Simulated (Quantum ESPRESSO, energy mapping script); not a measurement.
## NiO: exchange couplings from total energies

Wanted: the magnetic order of NiO, its couplings and an estimate of its ordering temperature, by PBE+U (6 eV), QE, GBRV.

Main program and level: Quantum ESPRESSO 7.5; PBE with U = 6 eV on Ni d, ortho-atomic projectors; plane waves, U on orthogonalised atomic orbitals unless named otherwise, collinear spin, no spin–orbit coupling.

**What experiment says.**

“On the Elastic Anisotropy of the Entropy-Stabilized Oxide (Mg, Co, Ni, Cu, Zn)O” (2020, arxiv:2004.06613) quotes from earlier work for NiO, rock salt (literature value): ordering temperature (Neel temperature) 525 K [literature value quoted in the paper's theory part].

This is a report of a sequence of runs, with most program output left out.

## 1. The structure

It takes space group Fm-3m (No. 225, cubic). Conventional cell: a = 4.172 Å, b = 4.172 Å, c = 4.172 Å, α = 90.00°, β = 90.00°, γ = 90.00°. Nearest to Ni lie 6 O at 2.09 Å. O has 6 Ni at 2.09 Å nearest. Farther neighbours and most contacts between anions are not listed.

The U corrects the self-interaction that lets semilocal functionals spread d and f electrons too far. Its value here is typed, not computed. These runs use Quantum ESPRESSO.

## 2. Order 1: parallel, cell A of 4 atoms

The parallel order is the zero of energy for this cell and mesh.

The potential files are GBRV's for PBE; pw.x takes the functional from them.

Contents of pw.in:

```
&control
  calculation = 'scf'
  prefix = 'pw'
  outdir = './tmp/'
  pseudo_dir = './pseudo/'
  verbosity = 'low'
/
&system
  ibrav = 0
  nat = 4
  ntyp = 2
  ecutwfc = 45
  ecutrho = 360
  nbnd = 38
  occupations = 'smearing'
  smearing = 'fd'
  degauss = 0.00367493
  nspin = 2
  starting_magnetization(1) = 0.1111
/
&electrons
  conv_thr = 1.0e-08
  electron_maxstep = 120
  mixing_beta = 0.3
  mixing_mode = 'plain'
/
ATOMIC_SPECIES
  Ni 58.6934 Ni.upf
  O 15.9990 O.upf
CELL_PARAMETERS angstrom
  0.00000000 -2.08590164 -2.08590164
  0.00000000 2.08590164 -2.08590164
  4.17180328 0.00000000 0.00000000
ATOMIC_POSITIONS crystal
  Ni 0.50000000 0.50000000 0.50000000
  Ni 0.00000000 0.00000000 0.00000000
  O 0.50000000 0.50000000 0.00000000
  O 0.00000000 0.00000000 0.50000000
K_POINTS automatic
  7 7 5 0 0 0
HUBBARD {ortho-atomic}
U Ni-3d 6
```

Command:

```
$ OMP_NUM_THREADS=1 mpirun -n 8 pw.x -nk 8 -in pw.in > pw.out
```

Elapsed: 15 s, on 8 MPI ranks of Arm Neoverse N1, shared host; peak memory 0.65 GiB; 1.9 min of CPU time.

Spin moment in the sphere by atom:

```
atom  spin moment in the sphere (μB)
 Ni1                            1.73
 Ni2                            1.73
  O3                            0.21
  O4                            0.21
```

The run ends ferromagnetic.

## 3. Order 2: compensated +−, cell A of 4 atoms

This order reverses 8 of the 12 neighbours at 2.95 Å, 0 of the 6 neighbours at 4.17 Å and 16 of the 24 neighbours at 5.11 Å, counted for an average magnetic atom.

pw.in, as its differences from that of step 2:

```diff
@@ -10,6 +10,6 @@
   nat = 4
-  ntyp = 2
+  ntyp = 3
   ecutwfc = 45
   ecutrho = 360
-  nbnd = 38
+  nbnd = 36
   occupations = 'smearing'
@@ -19,2 +19,3 @@
   starting_magnetization(1) = 0.1111
+  starting_magnetization(2) = -0.1111
 /
@@ -27,3 +28,4 @@
 ATOMIC_SPECIES
-  Ni 58.6934 Ni.upf
+  Ni1 58.6934 Ni.upf
+  Ni2 58.6934 Ni.upf
   O 15.9990 O.upf
@@ -34,4 +36,4 @@
 ATOMIC_POSITIONS crystal
-  Ni 0.50000000 0.50000000 0.50000000
-  Ni 0.00000000 0.00000000 0.00000000
+  Ni1 0.50000000 0.50000000 0.50000000
+  Ni2 0.00000000 0.00000000 0.00000000
   O 0.50000000 0.50000000 0.00000000
@@ -41,2 +43,3 @@
 HUBBARD {ortho-atomic}
-U Ni-3d 6
+U Ni1-3d 6
+U Ni2-3d 6
```

It took 16 s on 8 MPI ranks; peak memory 0.67 GiB.

Spin moment in the sphere by atom:

```
atom  spin moment in the sphere (μB)
 Ni1                            1.74
 Ni2                           -1.74
  O3                           -0.07
  O4                            0.07
```

The run ends antiferromagnetic, 10.67 meV a magnetic atom above the parallel order of its cell.

## 4. Parallel start in cell B (4 atoms)

A new cell needs its own zero of energy.

This run holds the same structure in another cell (c 4.172 → 5.109 Å, α 90.0 → 73.2°, β 90.0 → 73.2°, γ 90.0 → 60.0°).

Contents of pw.in:

```
&control
  calculation = 'scf'
  prefix = 'pw'
  outdir = './tmp/'
  pseudo_dir = './pseudo/'
  verbosity = 'low'
/
&system
  ibrav = 0
  nat = 4
  ntyp = 2
  ecutwfc = 45
  ecutrho = 360
  nbnd = 38
  occupations = 'smearing'
  smearing = 'fd'
  degauss = 0.00367493
  nspin = 2
  starting_magnetization(1) = 0.1111
/
&electrons
  conv_thr = 1.0e-08
  electron_maxstep = 120
  mixing_beta = 0.3
  mixing_mode = 'plain'
/
ATOMIC_SPECIES
  Ni 58.6934 Ni.upf
  O 15.9990 O.upf
CELL_PARAMETERS angstrom
  0.00000000 -2.08590164 -2.08590164
  -2.08590164 0.00000000 -2.08590164
  2.08590164 2.08590164 -4.17180328
ATOMIC_POSITIONS crystal
  Ni 0.50000000 0.50000000 0.50000000
  Ni 0.00000000 0.00000000 0.00000000
  O 0.75000000 0.75000000 0.75000000
  O 0.25000000 0.25000000 0.25000000
K_POINTS automatic
  8 8 8 0 0 0
HUBBARD {ortho-atomic}
U Ni-3d 6
```

Elapsed: 31 s, on 8 MPI ranks; peak memory 0.75 GiB; 4.1 min of CPU time.

The run ends ferromagnetic. For each magnetic atom its energy differs from the parallel run of the first cell by -0.14 meV, an error that one common reference would have brought in.

## 5. Run 4 (compensated +−; cell B, 4 atoms)

This order reverses 6 of the 12 neighbours at 2.95 Å, 6 of the 6 neighbours at 4.17 Å and 12 of the 24 neighbours at 5.11 Å, counted for an average magnetic atom.

pw.in, as its differences from that of step 4:

```diff
@@ -10,6 +10,6 @@
   nat = 4
-  ntyp = 2
+  ntyp = 3
   ecutwfc = 45
   ecutrho = 360
-  nbnd = 38
+  nbnd = 36
   occupations = 'smearing'
@@ -19,2 +19,3 @@
   starting_magnetization(1) = 0.1111
+  starting_magnetization(2) = -0.1111
 /
@@ -27,3 +28,4 @@
 ATOMIC_SPECIES
-  Ni 58.6934 Ni.upf
+  Ni1 58.6934 Ni.upf
+  Ni2 58.6934 Ni.upf
   O 15.9990 O.upf
@@ -34,4 +36,4 @@
 ATOMIC_POSITIONS crystal
-  Ni 0.50000000 0.50000000 0.50000000
-  Ni 0.00000000 0.00000000 0.00000000
+  Ni1 0.50000000 0.50000000 0.50000000
+  Ni2 0.00000000 0.00000000 0.00000000
   O 0.75000000 0.75000000 0.75000000
@@ -41,2 +43,3 @@
 HUBBARD {ortho-atomic}
-U Ni-3d 6
+U Ni1-3d 6
+U Ni2-3d 6
```

It took 40 s on 8 MPI ranks; peak memory 0.77 GiB.

The run ends antiferromagnetic, 104.49 meV a magnetic atom below the parallel order of its cell.

## 6. Run 5 (parallel; cell C, 6 atoms)

Contents of pw.in:

```
&control
  calculation = 'scf'
  prefix = 'pw'
  outdir = './tmp/'
  pseudo_dir = './pseudo/'
  verbosity = 'low'
/
&system
  ibrav = 0
  nat = 6
  ntyp = 2
  ecutwfc = 45
  ecutrho = 360
  nbnd = 55
  occupations = 'smearing'
  smearing = 'fd'
  degauss = 0.00367493
  nspin = 2
  starting_magnetization(1) = 0.1111
/
&electrons
  conv_thr = 1.5e-08
  electron_maxstep = 120
  mixing_beta = 0.3
  mixing_mode = 'plain'
/
ATOMIC_SPECIES
  Ni 58.6934 Ni.upf
  O 15.9990 O.upf
CELL_PARAMETERS angstrom
  0.00000000 2.08590164 2.08590164
  -2.08590164 0.00000000 -2.08590164
  -4.17180328 -4.17180328 4.17180328
ATOMIC_POSITIONS crystal
  Ni 0.00000000 0.00000000 0.00000000
  Ni 0.33333333 0.66666667 0.66666667
  Ni 0.66666667 0.33333333 0.33333333
  O 0.66666667 0.33333333 0.83333333
  O 0.00000000 0.00000000 0.50000000
  O 0.33333333 0.66666667 0.16666667
K_POINTS automatic
  8 8 3 0 0 0
HUBBARD {ortho-atomic}
U Ni-3d 6
```

Run time: 32 s. Hardware: 8 MPI ranks; peak memory 0.88 GiB; 4.3 min of CPU time.

The run ends ferromagnetic. For each magnetic atom its energy differs from the parallel run of the first cell by -0.14 meV, an error that one common reference would have brought in.

## 7. Run 6 (uncompensated ++−; cell C, 6 atoms)

This order reverses 4 of the 12 neighbours at 2.95 Å, 4 of the 6 neighbours at 4.17 Å and 12 of the 24 neighbours at 5.11 Å, counted for an average magnetic atom.

pw.in, as its differences from that of step 6:

```diff
@@ -10,6 +10,6 @@
   nat = 6
-  ntyp = 2
+  ntyp = 3
   ecutwfc = 45
   ecutrho = 360
-  nbnd = 55
+  nbnd = 53
   occupations = 'smearing'
@@ -19,2 +19,3 @@
   starting_magnetization(1) = 0.1111
+  starting_magnetization(2) = -0.1111
 /
@@ -27,3 +28,4 @@
 ATOMIC_SPECIES
-  Ni 58.6934 Ni.upf
+  Ni1 58.6934 Ni.upf
+  Ni2 58.6934 Ni.upf
   O 15.9990 O.upf
@@ -34,5 +36,5 @@
 ATOMIC_POSITIONS crystal
-  Ni 0.00000000 0.00000000 0.00000000
-  Ni 0.33333333 0.66666667 0.66666667
-  Ni 0.66666667 0.33333333 0.33333333
+  Ni1 0.00000000 0.00000000 0.00000000
+  Ni1 0.33333333 0.66666667 0.66666667
+  Ni2 0.66666667 0.33333333 0.33333333
   O 0.66666667 0.33333333 0.83333333
@@ -43,2 +45,3 @@
 HUBBARD {ortho-atomic}
-U Ni-3d 6
+U Ni1-3d 6
+U Ni2-3d 6
```

Run time: 38 s. Hardware: 8 MPI ranks; peak memory 0.9 GiB; 5.1 min of CPU time.

The run ends ferrimagnetic, 72.73 meV a magnetic atom below the parallel order of its cell.

## 8. Order 7: parallel, cell D of 6 atoms

The parallel order again, as the reference for this cell.

This run holds the same structure in another cell (c 7.226 → 6.596 Å, α 90.0 → 102.9°, β 90.0 → 102.9°, γ 120.0 → 90.0°).

Contents of pw.in:

```
&control
  calculation = 'scf'
  prefix = 'pw'
  outdir = './tmp/'
  pseudo_dir = './pseudo/'
  verbosity = 'low'
/
&system
  ibrav = 0
  nat = 6
  ntyp = 2
  ecutwfc = 45
  ecutrho = 360
  nbnd = 55
  occupations = 'smearing'
  smearing = 'fd'
  degauss = 0.00367493
  nspin = 2
  starting_magnetization(1) = 0.1111
/
&electrons
  conv_thr = 1.5e-08
  electron_maxstep = 120
  mixing_beta = 0.3
  mixing_mode = 'plain'
/
ATOMIC_SPECIES
  Ni 58.6934 Ni.upf
  O 15.9990 O.upf
CELL_PARAMETERS angstrom
  0.00000000 2.08590164 2.08590164
  0.00000000 2.08590164 -2.08590164
  -6.25770492 -2.08590164 0.00000000
ATOMIC_POSITIONS crystal
  Ni 0.00000000 0.00000000 0.00000000
  Ni 0.33333333 0.33333333 0.66666667
  Ni 0.66666667 0.66666667 0.33333333
  O 0.83333333 0.83333333 0.66666667
  O 0.16666667 0.16666667 0.33333333
  O 0.50000000 0.50000000 0.00000000
K_POINTS automatic
  7 7 7 0 0 0
HUBBARD {ortho-atomic}
U Ni-3d 6
```

Elapsed: 44 s, on 8 MPI ranks; peak memory 0.9 GiB; 5.9 min of CPU time.

The run ends ferromagnetic. For each magnetic atom its energy differs from the parallel run of the first cell by -0.06 meV, an error that one common reference would have brought in.

## 9. Run 8 (uncompensated ++−; cell D, 6 atoms)

This order reverses 5.33 of the 12 neighbours at 2.95 Å, 1.33 of the 6 neighbours at 4.17 Å and 16 of the 24 neighbours at 5.11 Å, counted for an average magnetic atom.

pw.in, as its differences from that of step 8:

```diff
@@ -10,6 +10,6 @@
   nat = 6
-  ntyp = 2
+  ntyp = 3
   ecutwfc = 45
   ecutrho = 360
-  nbnd = 55
+  nbnd = 53
   occupations = 'smearing'
@@ -19,2 +19,3 @@
   starting_magnetization(1) = 0.1111
+  starting_magnetization(2) = -0.1111
 /
@@ -27,3 +28,4 @@
 ATOMIC_SPECIES
-  Ni 58.6934 Ni.upf
+  Ni1 58.6934 Ni.upf
+  Ni2 58.6934 Ni.upf
   O 15.9990 O.upf
@@ -34,5 +36,5 @@
 ATOMIC_POSITIONS crystal
-  Ni 0.00000000 0.00000000 0.00000000
-  Ni 0.33333333 0.33333333 0.66666667
-  Ni 0.66666667 0.66666667 0.33333333
+  Ni1 0.00000000 0.00000000 0.00000000
+  Ni1 0.33333333 0.33333333 0.66666667
+  Ni2 0.66666667 0.66666667 0.33333333
   O 0.83333333 0.83333333 0.66666667
@@ -43,2 +45,3 @@
 HUBBARD {ortho-atomic}
-U Ni-3d 6
+U Ni1-3d 6
+U Ni2-3d 6
```

Wall time 44 s (8 MPI ranks); peak memory 0.91 GiB; 5.8 min of CPU time.

The run ends ferrimagnetic, 20.96 meV a magnetic atom below the parallel order of its cell.

## 10. Parallel start in cell E (6 atoms)

This run holds the same structure in another cell (b 2.950 → 4.172 Å, c 6.596 → 5.109 Å, α 102.9 → 114.1°, β 102.9 → 106.8°).

Contents of pw.in:

```
&control
  calculation = 'scf'
  prefix = 'pw'
  outdir = './tmp/'
  pseudo_dir = './pseudo/'
  verbosity = 'low'
/
&system
  ibrav = 0
  nat = 6
  ntyp = 2
  ecutwfc = 45
  ecutrho = 360
  nbnd = 55
  occupations = 'smearing'
  smearing = 'fd'
  degauss = 0.00367493
  nspin = 2
  starting_magnetization(1) = 0.1111
/
&electrons
  conv_thr = 1.5e-08
  electron_maxstep = 120
  mixing_beta = 0.3
  mixing_mode = 'plain'
/
ATOMIC_SPECIES
  Ni 58.6934 Ni.upf
  O 15.9990 O.upf
CELL_PARAMETERS angstrom
  0.00000000 -2.08590164 -2.08590164
  -4.17180328 0.00000000 0.00000000
  2.08590164 4.17180328 -2.08590164
ATOMIC_POSITIONS crystal
  Ni 0.66666667 0.66666667 0.33333333
  Ni 0.33333333 0.33333333 0.66666667
  Ni 0.00000000 0.00000000 0.00000000
  O 0.66666667 0.16666667 0.33333333
  O 0.33333333 0.83333333 0.66666667
  O 0.00000000 0.50000000 0.00000000
K_POINTS automatic
  8 8 8 0 0 0
HUBBARD {ortho-atomic}
U Ni-3d 6
```

The job ended after 1.8 min (8 MPI ranks; peak memory 1.1 GiB; 15 min of CPU time).

The run ends ferromagnetic. For each magnetic atom its energy differs from the parallel run of the first cell by -0.15 meV, an error that one common reference would have brought in.

## 11. Run 10 (uncompensated ++−; cell E, 6 atoms)

This order reverses 6.67 of the 12 neighbours at 2.95 Å, 2.67 of the 6 neighbours at 4.17 Å and 8 of the 24 neighbours at 5.11 Å, counted for an average magnetic atom.

pw.in, as its differences from that of step 10:

```diff
@@ -10,6 +10,6 @@
   nat = 6
-  ntyp = 2
+  ntyp = 3
   ecutwfc = 45
   ecutrho = 360
-  nbnd = 55
+  nbnd = 53
   occupations = 'smearing'
@@ -19,2 +19,3 @@
   starting_magnetization(1) = 0.1111
+  starting_magnetization(2) = -0.1111
 /
@@ -27,3 +28,4 @@
 ATOMIC_SPECIES
-  Ni 58.6934 Ni.upf
+  Ni1 58.6934 Ni.upf
+  Ni2 58.6934 Ni.upf
   O 15.9990 O.upf
@@ -34,5 +36,5 @@
 ATOMIC_POSITIONS crystal
-  Ni 0.66666667 0.66666667 0.33333333
-  Ni 0.33333333 0.33333333 0.66666667
-  Ni 0.00000000 0.00000000 0.00000000
+  Ni1 0.66666667 0.66666667 0.33333333
+  Ni1 0.33333333 0.33333333 0.66666667
+  Ni2 0.00000000 0.00000000 0.00000000
   O 0.66666667 0.16666667 0.33333333
@@ -43,2 +45,3 @@
 HUBBARD {ortho-atomic}
-U Ni-3d 6
+U Ni1-3d 6
+U Ni2-3d 6
```

Wall time 2.1 min (8 MPI ranks); peak memory 1.1 GiB; 17 min of CPU time.

The run ends ferrimagnetic, 45.98 meV a magnetic atom below the parallel order of its cell.

## 12. From energies to couplings

Each energy difference is a sum of couplings weighted by the pairs that the order reverses. A few near shells are fitted to the differences by least squares. Energies are those extrapolated to zero occupation width, not the free energies F.

Energies from the parallel order of the same cell:

```
                      order  atoms  energy (meV a magnetic atom)  moments (μB)  moments kept as typed  opposed neighbours at 2.95, 4.17, 5.11 Å
         parallel in cell A      4                          0.00          1.73                    yes                                   0, 0, 0
   compensated +− in cell A      4                         10.67          1.74                    yes                                  8, 0, 16
         parallel in cell B      4                          0.00          1.73                    yes                                   0, 0, 0
   compensated +− in cell B      4                       -104.49          1.67                    yes                                  6, 6, 12
         parallel in cell C      6                          0.00          1.73                    yes                                   0, 0, 0
uncompensated ++− in cell C      6                        -72.73  1.67 to 1.70                    yes                                  4, 4, 12
         parallel in cell D      6                          0.00          1.73                    yes                                   0, 0, 0
uncompensated ++− in cell D      6                        -20.96  1.71 to 1.72                    yes                            5.33, 1.33, 16
         parallel in cell E      6                          0.00          1.73                    yes                                   0, 0, 0
uncompensated ++− in cell E      6                        -45.98  1.69 to 1.71                    yes                             6.67, 2.67, 8
```

The Heisenberg fit (each pair counts twice, positive J is ferromagnetic):

```
 pair  distance (Å)  neighbours  J (meV)
Ni–Ni          2.95          12    0.625
Ni–Ni          4.17           6    -9.40
Ni–Ni          5.11          24   0.0256
Ni–Ni          5.90          12   -0.344
```

These orders cannot tell some unfitted shells from fitted ones: the value at 2.95 Å holds J(2.95) + 4 J(7.80) + J(8.85), the value at 5.11 Å holds J(5.11) + J(8.85) and the value at 5.90 Å holds J(5.90) − J(8.85); other unfitted shells add to the values wholly or in part.

Adding the shell at 6.60 Å gives 0.67, -9.4, 0.032, -0.35 and -0.032 meV and a mean-field temperature of 402 K, an exact solve that tests nothing.

In mean field these couplings order at 404 K, at q = (0.50, 0.50, 0.50) in fractions of the conventional cell's reciprocal vectors, and give a Curie–Weiss temperature of -405 K.

## 13. Finite temperature

Mean field ignores fluctuations and overstates the ordering temperature, so the model is also sampled. The heat capacity peaks where order sets in.

Classical unit spins with these couplings on 8×8×4 copies of a cell that holds the lowest order (512 spins), heat-bath sweeps, cooled from random directions, 831 sweeps to settle and 2493 measured at each temperature, averaged over 8 runs.

```
T (K)  order along the lowest pattern  net moment  heat capacity (k_B a spin)
 48.5                            0.42        0.01                        1.00
 83.0                            0.39        0.01                        1.06
  135                            0.39        0.01                        1.16
  169                            0.36        0.02                        1.29
  204                            0.35        0.02                        1.40
  255                            0.27        0.02                        1.82
  273                            0.25        0.02                        1.86
  290                            0.21        0.02                        1.82
  324                            0.15        0.03                        1.10
  359                            0.12        0.03                        0.64
  410                            0.09        0.03                        0.38
  445                            0.08        0.03                        0.28
```

The smoothed heat capacity peaks at 269 K. The order column follows one pattern alone; equivalent domains or another pattern share the rest.

## 14. Outcome

| Item | Value |
| --- | --- |
| lowest order tried | compensated +− in cell B |
| largest fitted value (a combination of shells), Ni–Ni at 4.17 Å | -9.40 meV |
| ordering temperature, mean field | 404 K |
| heat-capacity peak, Monte Carlo | 269 K |

**Reading.** Of the orders tried, NiO prefers the order “compensated +− in cell B” under PBE+U (6 eV), QE, GBRV, with 6 of 12 neighbours at 2.95 Å, 6 of 6 neighbours at 4.17 Å and 12 of 24 neighbours at 5.11 Å opposed, and the heat capacity of the fitted model peaks near 269 K (Monte Carlo, classical spins). The largest fitted coupling is the Ni–Ni pair at 4.17 Å, antiferromagnetic at -9.4 meV, across a ligand at about 180°. The straight metal–ligand–metal path outweighs the right-angled one, the pattern expected of superexchange through one ligand p orbital, which these runs do not test. The orders also reverse pairs at 6.60 Å, which are not fitted, so the fitted values hold their part too. With 5 differences for 4 couplings the fit misses by 0.39 meV at most, a small part of the spread. In the fitted orders moments change by up to 3.4 % against the parallel run of the same cell, so their size stays put. Monte Carlo puts the peak at 0.67 of the mean-field temperature, since mean field leaves out fluctuations. In tests on simple cubic and body-centred models such peaks lay 5 to 6 % under the bulk value. On cooling, the order along the one computed pattern stays at or under 0.42: the model settles in an equivalent domain, a degenerate mixture or another order. The parallel order holds 2 μB a magnetic atom, spin 1; the common factor (S+1)/S would raise the classical 269 K to 539 K, a correction that often overshoots. The classical value and the one scaled by (S+1)/S differ by a factor of 2, so closeness of either to the measured temperature is partly a matter of convention.

Computed beside measured:

| quantity | measured | PBE+U (6 eV), QE, GBRV, Monte Carlo | PBE+U (6 eV), QE, GBRV, Monte Carlo × (S+1)/S |
| --- | --- | --- | --- |
| ordering temperature (spin model) (K) | 525 | 269 (-48.7 %) | 539 (+2.6 %) |

Measured values from arxiv:2004.06613 (2020).

Verdict: For the ordering temperature, of the levels listed nearest comes PBE+U (6 eV), QE, GBRV, Monte Carlo × (S+1)/S (+2.6 %, good agreement) and farthest PBE+U (6 eV), QE, GBRV, Monte Carlo (-48.7 %, a clear miss). A U picked for its result is no test. No cell relaxation is part of this session.

[Logs and program files are shortened in this print: banners, set-up blocks, solver, clock and traceback lines can be left out without a mark of their own.]

[Logs are printed without paths, hosts, clocks, repeated set-up lines and the standing remarks that a program may print on its own settings, such as how far it seeks lower states.]

[Hosts, paths, dates, database ids (printed as entryN), source tags and the programs' standing remarks are cut or masked in the printed files.]

[Where a cell is said to come from a database of computed structures, the database is the Materials Project.]
